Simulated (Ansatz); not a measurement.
# Li2CoSnS4: paramagnetic NMR shifts

Wanted: contact shifts and dipolar anisotropies of 7Li, 119Sn and 33S in paramagnetic Li2CoSnS4 at 298 K.

Method: DFT, PBE+U, plane-wave PAW, default files (PAW set soft_2), collinear spin, scalar-relativistic, in Ansatz 0.2.0.

### 1. Set-up

It takes space group Pc (No. 7, monoclinic). Conventional cell: a = 6.343 Å, b = 6.718 Å, c = 10.162 Å, α = 90.00°, β = 128.61°, γ = 90.00°. Sn has 4 S at 2.42 to 2.43 Å nearest. Nearest to Co lie 4 S at 2.32 to 2.33 Å. Nearest to S lie 1 Co at 2.33 Å and 2 Li at 2.42 to 2.44 Å and 1 Sn at 2.42 Å. Nearest to S lie 1 Co at 2.32 Å and 2 Li at 2.42 to 2.43 Å and 1 Sn at 2.42 Å. Nearest to S lie 1 Co at 2.32 Å and 2 Li at 2.40 to 2.41 Å and 1 Sn at 2.43 Å. S has 1 Co at 2.33 Å and 2 Li at 2.40 to 2.42 Å and 1 Sn at 2.42 Å nearest. Farther neighbours and most contacts between anions are not listed.

The cell is an entry of the Crystallography Open Database; it need not be the form that is stable at ambient conditions. The atoms were relaxed beforehand at this level of theory at fixed cell, with all moments parallel.

### 2. All moments parallel

The hyperfine field is read from the state with all Co moments parallel, which stands for the saturated paramagnet. A Hubbard U holds the open shell closer to the ion than the plain functional does, which changes how much spin reaches the ligands.

input.yaml reads:

```yaml
crystal:
  lattice:
    - [6.3432, 0.0, 0.0]
    - [0.0, 6.7184, 0.0]
    - [-6.3415369665, 0.0, 7.9403998258]
  atoms:
    - { symbol: Sn, position: [0.2499703741, 0.8292982388, 0.4516569424] }
    - { symbol: Sn, position: [0.2499703741, 0.1707017612, 0.9516569424] }
    - { symbol: Co, position: [0.0066332426, 0.6714267247, 0.7060922596], spin: 3.0 }
    - { symbol: Co, position: [0.0066332426, 0.3285732753, 0.2060922596], spin: 3.0 }
    - { symbol: S, position: [0.1241060133, 0.6555380964, 0.2029285241] }
    - { symbol: S, position: [0.1241060133, 0.3444619036, 0.7029285241] }
    - { symbol: S, position: [0.3683828044, 0.1705803112, 0.44694131] }
    - { symbol: S, position: [0.3683828044, 0.8294196888, 0.94694131] }
    - { symbol: S, position: [0.8746190258, 0.8198462056, 0.4587196532] }
    - { symbol: S, position: [0.8746190258, 0.1801537944, 0.9587196532] }
    - { symbol: S, position: [0.6365494336, 0.671927445, 0.7035476513] }
    - { symbol: S, position: [0.6365494336, 0.328072555, 0.2035476513] }
    - { symbol: Li, position: [0.5050252053, 0.3362511072, 0.7022356903] }
    - { symbol: Li, position: [0.5050252053, 0.6637488928, 0.2022356903] }
    - { symbol: Li, position: [0.7567339008, 0.8372815485, 0.953887969] }
    - { symbol: Li, position: [0.7567339008, 0.1627184515, 0.453887969] }
magnetization:
  spin_polarized: true
kpoints:
  mp_grid: { grid: [5, 4, 3] }
scf:
  lower_state_search: "off"
  occupations: { method: fermi_dirac, width: 0.02 }
hamiltonian:
  xc: pbe
  hubbard: [{ species: Co, l: d, u_eff: 3.3 }]
output:
  efg:
    contact_densities: true
    quadrupole_moments_barn: { Co: 0.42, S: -0.0694, Li: -0.0401 }
  forces: false
  write_density: true
  write_potential: true
  elf: true
  volumetric_format: npy
```

Run with:

```console
$ ansatz run input.yaml --threads 4 --pin off --max-ram 8192MiB --backend cpu --events-out ev --progress --plain --runs-dir out
```

Numbers of over 12 decimals in the logs are rounded to 6 here.

Log:

```text
[a pick of lines, long numbers rounded; other set-up, energy and force rows are left out]
Functional definition: PBE
Crystal: 16 atoms, lattice volume = 338.389 Å³
Basis set: ecut = 420 eV, 6617 PW (Γ)
Symmetry: 2 space group operations
Magnetic group: BNS 7.24 (UNI 31), of the structure as read, at distance tolerance 7.0e-5 Å
k-points: 24 of 60 (time reversal used)
Functional: x = pbe(κ = 0.804, μ = 0.219515), c = pbe(β = 0.066725)
SCF iter   1: F=—  HF=-30350.201111 eV  |F-HF|=—  |Δ(HF+E_count)|=         —  Δρ=1.49e-1 (↑2.68e-2 ↓1.49e-1)  dr2=8.97e1  dr2_m=1.30e1  M=4.786 μB ∫|m|=4.789 μB  β_m=0.30  ethr=3.10e-3  ⟨swp⟩=7.0  Hψ=16319  notcnv=0  defer=147
preconditioner: auto → Kerker (q_TF=auto, 2.302 Å⁻¹)  [metal: Δε(μ)=0.010 eV  Ē_g=12.706 eV  σ=0.020 eV  W_gap=0.12  n_scr=72 (ndim 8)  ℏωp=20.0 eV  f_vac=0.000  D(μ)=10.28/eV (n_scr^D=80)]
SCF iter   2: F=—  HF=-30346.499796 eV  |F-HF|=—  |Δ(HF+E_count)|=    3.70e0  Δρ=5.14e-2 (↑4.80e-2 ↓5.14e-2)  dr2=2.16e1  dr2_m=2.87e-1  M=6.023 μB ∫|m|=6.505 μB  β_m=0.30  ethr=3.10e-3  ⟨swp⟩=3.5  Hψ=9130  notcnv=0  defer=422
preconditioner: auto → Resta (q_TF=auto, 2.302 Å⁻¹)  ε∞=4.7  [insulator: Δε(μ)=0.061 eV  Ē_g=9.255 eV  σ=0.020 eV  W_gap=0.60  n_scr=72 (ndim 8)  ℏωp=17.8 eV  f_vac=0.000  D(μ)=1.32/eV (n_scr^D=2)  ε∞_Penn≈4.7]
SCF iter   3: F=—  HF=-30344.745324 eV  |F-HF|=—  |Δ(HF+E_count)|=    1.75e0  Δρ=2.13e-2 (↑2.10e-2 ↓2.13e-2)  dr2=3.39e0  dr2_m=4.92e-1  M=6.000 μB ∫|m|=6.052 μB  β_m=0.30  ethr=3.10e-3  ⟨swp⟩=2.5  Hψ=7881  notcnv=0  defer=505
SCF iter   4: F=—  HF=-30345.065120 eV  |F-HF|=—  |Δ(HF+E_count)|=   3.20e-1  Δρ=1.70e-2 (↑1.22e-2 ↓1.70e-2)  dr2=1.63e0  dr2_m=3.21e-1  M=6.000 μB ∫|m|=6.033 μB  β_m=0.59  ethr=2.78e-3  ⟨swp⟩=2.0  Hψ=4886  notcnv=0  defer=527
SCF iter   5: F=—  HF=-30346.083916 eV  |F-HF|=—  |Δ(HF+E_count)|=    1.02e0  Δρ=2.18e-2 (↑1.45e-2 ↓2.18e-2)  dr2=3.19e0  dr2_m=5.83e-2  M=6.000 μB ∫|m|=6.067 μB  β_m=0.45  ethr=1.34e-3  ⟨swp⟩=3.5  Hψ=6947  notcnv=0  defer=527
SCF iter   6: F=—  HF=-30345.684300 eV  |F-HF|=—  |Δ(HF+E_count)|=   4.00e-1  Δρ=6.15e-3 (↑1.62e-3 ↓6.15e-3)  dr2=1.91e-1  dr2_m=2.72e-2  M=6.000 μB ∫|m|=6.057 μB  β_m=0.73  ethr=1.34e-3  ⟨swp⟩=2.7  Hψ=6473  notcnv=0  defer=527
SCF iter   7: F=—  HF=-30345.685691 eV  |F-HF|=—  |Δ(HF+E_count)|=   1.39e-3  Δρ=1.18e-3 (↑9.55e-4 ↓1.18e-3)  dr2=8.97e-3  dr2_m=2.16e-3  M=6.000 μB ∫|m|=6.057 μB  β_m=0.70  ethr=1.57e-4  ⟨swp⟩=2.5  Hψ=5207  notcnv=0  defer=527
SCF iter   8: F=—  HF=-30345.692502 eV  |F-HF|=—  |Δ(HF+E_count)|=   6.81e-3  Δρ=1.77e-3 (↑4.44e-4 ↓1.77e-3)  dr2=1.28e-2  dr2_m=1.61e-3  M=6.000 μB ∫|m|=6.056 μB  β_m=0.70  ethr=7.36e-6  ⟨swp⟩=2.0  Hψ=7105  notcnv=0  defer=527
SCF iter   9: F=—  HF=-30345.694199 eV  |F-HF|=—  |Δ(HF+E_count)|=   1.70e-3  Δρ=3.78e-4 (↑1.13e-4 ↓3.78e-4)  dr2=4.07e-4  dr2_m=7.94e-5  M=6.000 μB ∫|m|=6.057 μB  β_m=0.85  ethr=7.36e-6  ⟨swp⟩=2.0  Hψ=5120  notcnv=0  defer=527
SCF iter  10: F=—  HF=-30345.694524 eV  |F-HF|=—  |Δ(HF+E_count)|=   3.24e-4  Δρ=1.21e-4 (↑3.38e-5 ↓1.21e-4)  dr2=2.08e-5  dr2_m=1.14e-5  M=6.000 μB ∫|m|=6.056 μB  β_m=0.92  ethr=3.34e-7  ⟨swp⟩=2.0  Hψ=5490  notcnv=0  defer=527
SCF iter  11: F=—  HF=-30345.694705 eV  |F-HF|=—  |Δ(HF+E_count)|=   1.81e-4  Δρ=1.16e-4 (↑2.71e-5 ↓1.16e-4)  dr2=2.69e-5  dr2_m=1.28e-5  M=6.000 μB ∫|m|=6.056 μB  β_m=0.96  ethr=1.71e-8  ⟨swp⟩=2.0  Hψ=6243  notcnv=0  defer=527
SCF iter  12: F=—  HF=-30345.694765 eV  |F-HF|=—  |Δ(HF+E_count)|=   6.06e-5  Δρ=4.74e-5 (↑1.61e-5 ↓4.74e-5)  dr2=6.96e-6  dr2_m=1.47e-6  M=6.000 μB ∫|m|=6.056 μB  β_m=0.98  ethr=1.71e-8  ⟨swp⟩=2.0  Hψ=6242  notcnv=0  defer=527
SCF iter  13: F=—  HF=-30345.694792 eV  |F-HF|=—  |Δ(HF+E_count)|=   2.66e-5  Δρ=3.11e-5 (↑1.09e-5 ↓3.11e-5)  dr2=1.39e-6  dr2_m=8.57e-7  M=6.000 μB ∫|m|=6.056 μB  β_m=0.99  ethr=5.70e-9  ⟨swp⟩=2.0  Hψ=6241  notcnv=0  defer=527
SCF iter  14: F=—  HF=-30345.694812 eV  |F-HF|=—  |Δ(HF+E_count)|=   2.05e-5  Δρ=3.32e-5 (↑1.42e-5 ↓3.32e-5)  dr2=3.81e-6  dr2_m=4.89e-7  M=6.000 μB ∫|m|=6.056 μB  β_m=1.00  ethr=1.14e-9  ⟨swp⟩=2.1  Hψ=6247  notcnv=0  defer=527
SCF iter  15: F=—  HF=-30345.694828 eV  |F-HF|=—  |Δ(HF+E_count)|=   1.55e-5  Δρ=2.08e-5 (↑8.88e-6 ↓2.08e-5)  dr2=2.20e-6  dr2_m=1.62e-7  M=6.000 μB ∫|m|=6.056 μB  β_m=1.00  ethr=1.14e-9  ⟨swp⟩=2.6  Hψ=6777  notcnv=0  defer=527
SCF iter  16: F=—  HF=-30345.694830 eV  |F-HF|=—  |Δ(HF+E_count)|=   2.50e-6  Δρ=5.90e-6 (↑3.40e-6 ↓5.90e-6)  dr2=1.64e-7  dr2_m=1.66e-8  M=6.000 μB ∫|m|=6.056 μB  β_m=1.00  ethr=1.14e-9  ⟨swp⟩=2.0  Hψ=6193  notcnv=0  defer=527
SCF iter  17: F=-30345.694831 eV  HF=-30345.694831 eV  |F-HF|=1.87e-8  |Δ(HF+E_count)|=   5.95e-7  Δρ=4.27e-6 (↑1.96e-6 ↓4.27e-6)  dr2=9.47e-8  dr2_m=8.51e-9  M=6.000 μB ∫|m|=6.056 μB  ethr=8.20e-11  ⟨swp⟩=12.9  Hψ=19053  notcnv=0
SCF 1 converged in 17 iterations: F = -30345.694831 eV  dr2 = 9.47e-8
SCF converged after 17 iterations
Magnetization: 6.0000 μB (64.0000 up, 58.0000 down)
Absolute magnetization: 6.0530 μB (∫|ρ↑−ρ↓|, with the PAW one-centre terms)
Per-site moments (μB) at R_I (Å): [(0.0081529, 0.997613), (0.0081529, 0.997613), (2.431380, 0.956151), (2.431380, 0.956151), (0.047384, 0.959592), (0.047384, 0.959592), (0.053832, 0.956151), (0.053832, 0.956151), (0.047731, 0.957441), (0.047731, 0.957441), (0.047577, 0.961731), (0.047577, 0.961731), (0.00568119, 0.990248), (0.00568119, 0.990248), (0.00488054, 0.995323), (0.00488054, 0.995323)]
Free energy (F): -30345.694831 eV
Fermi energy:    5.320228 eV
--- PAW observables at the nuclei: V_zz in 10²¹ V/m², potentials from the cell's mean, atoms counted from 1 ---
  atom   1  Sn V_zz =    -0.850597   η = 0.5719   by run symmetry: allowed
            electrostatic potential = -8166.637246 V   contact ρ = 1236327.465174 e/Å³   contact ρ_s (e/Å³): all electrons +0.672805, valence +0.667956
  atom   2  Sn V_zz =    -0.850597   η = 0.5719   by run symmetry: allowed
            electrostatic potential = -8166.637246 V   contact ρ = 1236327.465174 e/Å³   contact ρ_s (e/Å³): all electrons +0.672805, valence +0.667956
  atom   3  Co V_zz =    -1.255973   η = 0.9612   by run symmetry: allowed   C_q = -12.7551 MHz
            electrostatic potential = -3379.303077 V   contact ρ = 114684.606300 e/Å³   contact ρ_s (e/Å³): all electrons -1.863774, valence +4.338808
  atom   4  Co V_zz =    -1.255973   η = 0.9612   by run symmetry: allowed   C_q = -12.7551 MHz
            electrostatic potential = -3379.303077 V   contact ρ = 114684.606300 e/Å³   contact ρ_s (e/Å³): all electrons -1.863774, valence +4.338808
  atom   5  S  V_zz =   +13.851702   η = 0.4673   by run symmetry: allowed   C_q = -23.2443 MHz
            electrostatic potential = -1631.493178 V   contact ρ = 19766.675379 e/Å³   contact ρ_s (e/Å³): all electrons +0.404434, valence +0.413259
  atom   6  S  V_zz =   +13.851702   η = 0.4673   by run symmetry: allowed   C_q = -23.2443 MHz
            electrostatic potential = -1631.493178 V   contact ρ = 19766.675379 e/Å³   contact ρ_s (e/Å³): all electrons +0.404434, valence +0.413259
  atom   7  S  V_zz =   +13.767629   η = 0.4479   by run symmetry: allowed   C_q = -23.1032 MHz
            electrostatic potential = -1631.479270 V   contact ρ = 19766.648462 e/Å³   contact ρ_s (e/Å³): all electrons +0.419855, valence +0.430501
  atom   8  S  V_zz =   +13.767629   η = 0.4479   by run symmetry: allowed   C_q = -23.1032 MHz
            electrostatic potential = -1631.479270 V   contact ρ = 19766.648462 e/Å³   contact ρ_s (e/Å³): all electrons +0.419855, valence +0.430501
  atom   9  S  V_zz =   +13.974680   η = 0.4507   by run symmetry: allowed   C_q = -23.4507 MHz
            electrostatic potential = -1631.493908 V   contact ρ = 19766.436687 e/Å³   contact ρ_s (e/Å³): all electrons +0.427404, valence +0.436039
  atom  10  S  V_zz =   +13.974680   η = 0.4507   by run symmetry: allowed   C_q = -23.4507 MHz
            electrostatic potential = -1631.493908 V   contact ρ = 19766.436687 e/Å³   contact ρ_s (e/Å³): all electrons +0.427404, valence +0.436039
  atom  11  S  V_zz =   +13.942081   η = 0.4614   by run symmetry: allowed   C_q = -23.3960 MHz
            electrostatic potential = -1631.524247 V   contact ρ = 19766.473963 e/Å³   contact ρ_s (e/Å³): all electrons +0.429409, valence +0.437848
  atom  12  S  V_zz =   +13.942081   η = 0.4614   by run symmetry: allowed   C_q = -23.3960 MHz
            electrostatic potential = -1631.524247 V   contact ρ = 19766.473963 e/Å³   contact ρ_s (e/Å³): all electrons +0.429409, valence +0.437848
  atom  13  Li V_zz =    +0.013907   η = 0.6111   by run symmetry: allowed   C_q = -0.0135 MHz
            electrostatic potential = -168.057061 V   contact ρ = 94.507889 e/Å³   contact ρ_s (e/Å³): all electrons +0.018954, valence +0.018427
  atom  14  Li V_zz =    +0.013907   η = 0.6111   by run symmetry: allowed   C_q = -0.0135 MHz
            electrostatic potential = -168.057061 V   contact ρ = 94.507889 e/Å³   contact ρ_s (e/Å³): all electrons +0.018954, valence +0.018427
  atom  15  Li V_zz =    +0.026750   η = 0.5349   by run symmetry: allowed   C_q = -0.0259 MHz
            electrostatic potential = -167.994453 V   contact ρ = 94.495571 e/Å³   contact ρ_s (e/Å³): all electrons +0.016195, valence +0.015720
  atom  16  Li V_zz =    +0.026750   η = 0.5349   by run symmetry: allowed   C_q = -0.0259 MHz
            electrostatic potential = -167.994453 V   contact ρ = 94.495571 e/Å³   contact ρ_s (e/Å³): all electrons +0.016195, valence +0.015720
--- Band table (eV; the first three rows and the last of 48) ---
  k-point 0 ↑: bands = ["-91.8435", "-91.8435", "-55.1918", "-55.1918", "-55.0988", "-55.0988", "-55.0346", "-55.0346", "-39.7576", "-39.7576", "-39.7077", "-39.7077", "-16.6921", "-16.6919", "-16.6851", "-16.6848", "-16.6817", "-16.6816", "-16.6012", "-16.6010", "-16.5943", "-16.5943", "-8.2913", "-7.8252", "-7.2312", "-7.0762", "-7.0575", "-6.9571", "-6.9189", "-6.9042", "-1.9839", "-1.9285", "-0.3854", "-0.3369",  [...]
  k-point 1 ↑: bands = ["-91.8435", "-91.8435", "-55.1918", "-55.1918", "-55.0988", "-55.0988", "-55.0346", "-55.0346", "-39.7576", "-39.7576", "-39.7077", "-39.7077", "-16.6920", "-16.6920", "-16.6850", "-16.6848", "-16.6817", "-16.6816", "-16.6011", "-16.6010", "-16.5943", "-16.5943", "-8.1945", "-7.9668", "-7.1646", "-7.0667", "-7.0104", "-6.9903", "-6.9724", "-6.9168", "-1.9083", "-1.8832", "-0.3660", "-0.3372",  [...]
  k-point 2 ↑: bands = ["-91.8435", "-91.8435", "-55.1918", "-55.1918", "-55.0988", "-55.0988", "-55.0346", "-55.0346", "-39.7576", "-39.7576", "-39.7077", "-39.7077", "-16.6920", "-16.6919", "-16.6850", "-16.6847", "-16.6817", "-16.6816", "-16.6012", "-16.6010", "-16.5943", "-16.5943", "-8.2101", "-7.8524", "-7.2614", "-7.1349", "-7.0393", "-6.9618", "-6.9259", "-6.9154", "-1.9933", "-1.9221", "-0.4004", "-0.3637",  [...]
  k-point 23 ↓: bands = ["-88.8822", "-88.8822", "-52.2299", "-52.2299", "-52.2082", "-52.2082", "-52.1877", "-52.1877", "-39.7541", "-39.7541", "-39.7034", "-39.7034", "-16.6862", "-16.6862", "-16.6796", "-16.6795", "-16.6767", "-16.6766", "-16.5958", "-16.5957", "-16.5903", "-16.5903", "-7.7763", "-7.7392", "-7.2231", "-7.1691", "-6.9542", "-6.9319", "-6.9059", "-6.8712", "-1.9015", "-1.8799", "0.5059", "0.6373", " [...]
Occupation matrices written to <dir>
```

Wall time 80 s (4 threads of Arm Neoverse V1, shared host); peak memory 1.6 GiB.

The cell holds 6.00 μB on 2 Co, so S = 1.50. The contact field is B = (2μ₀/3) μB ρ_s, 7.769 T for 1 e/Å³, and A_iso = γB/(2πS) sums over all ions. The valence part leaves out the polarisation of the shells that the files keep in the core (H has none; for Li and Na most or all inner electrons count as valence):

```csv
site,atom,atoms in cell,links to Co,field (T),valence part (T),A_iso (MHz)
Li(1),13,2,4 Co through links of 110 to 116° (4),0.147,0.143,1.62
Li(2),15,2,4 Co through links of 109 to 112° (4),0.126,0.122,1.39
Sn,1,2,4 Co through links of 110° (4),5.23,5.19,-55.6
S(1),5,2,bonded to 1 Co at 2.33 Å,3.14,3.21,6.85
S(2),7,2,bonded to 1 Co at 2.32 Å,3.26,3.34,7.11
S(3),9,2,bonded to 1 Co at 2.32 Å,3.32,3.39,7.24
S(4),11,2,bonded to 1 Co at 2.33 Å,3.34,3.40,7.28
```

Spin density in the ac plane at fractional y = 0.163, with atoms of Sn and S and Li within 0.2 Å of it.

Values in e/Å³, 13 rows by 16 columns, each cell a mean:
```
 0.005  0.002  0.001  0.002  0.003  0.002  0.001  0.001  0.001  0.000  0.001  0.003  0.007  0.007  0.006  0.008
 0.004  0.002  0.001  0.002  0.002  0.002  0.002  0.001  0.001  0.001  0.002  0.008  0.016  0.020  0.013  0.007
 0.002  0.002  0.004  0.005  0.005  0.004  0.002  0.001  0.001  0.002  0.004  0.007  0.008  0.006  0.004  0.002
 0.004  0.006  0.009  0.008  0.005  0.003  0.001  0.001  0.001  0.002  0.002  0.002  0.002  0.001  0.001  0.002
 0.006  0.007  0.006  0.004  0.002  0.001  0.002  0.003  0.004  0.005  0.004  0.002  0.001  0.001  0.002  0.003
 0.003  0.002  0.001  0.001  0.002  0.004  0.009  0.015  0.016  0.011  0.005  0.002  0.001  0.001  0.002  0.002
 0.001  0.000  0.001  0.003  0.009  0.013  0.012  0.020  0.016  0.007  0.003  0.001  0.001  0.001  0.001  0.001
 0.000  0.000  0.003  0.011  0.020  0.014  0.012  0.011  0.005  0.002  0.001  0.001  0.001  0.000  0.000  0.000
 0.002  0.003  0.001  0.001  0.007  0.008  0.005  0.002  0.001  0.001  0.001  0.001  0.001  0.001  0.000  0.001
 0.039  0.027  0.004 -0.001  0.000  0.001  0.001  0.001  0.002  0.003  0.003  0.003  0.002  0.002  0.007  0.022
 0.041  0.006  0.000  0.001  0.001  0.001  0.002  0.003  0.003  0.003  0.004  0.003  0.003  0.011  0.037  0.063
 0.002  0.003  0.002  0.001  0.001  0.002  0.002  0.002  0.002  0.002  0.002  0.002  0.004  0.009  0.012  0.007
 0.016  0.007  0.002  0.001  0.001  0.002  0.001  0.001  0.001  0.001  0.000  0.001  0.002  0.004  0.007  0.015
```
Columns run along a (6.3 Å), rows up along c (10.2 Å). Atoms in or near the plane, at fractional coordinates: Sn at (0.25, 0.95), S at (0.37, 0.45), S at (0.87, 0.96), Li at (0.76, 0.45).

[end of part 1 of 2]

[Logs are printed without paths, hosts, clocks, repeated set-up lines and the standing remarks that a program may print on its own settings, such as how far it seeks lower states.]

[Hosts, paths, dates, database ids (printed as entryN), source tags and the programs' standing remarks are cut or masked in the printed files.]
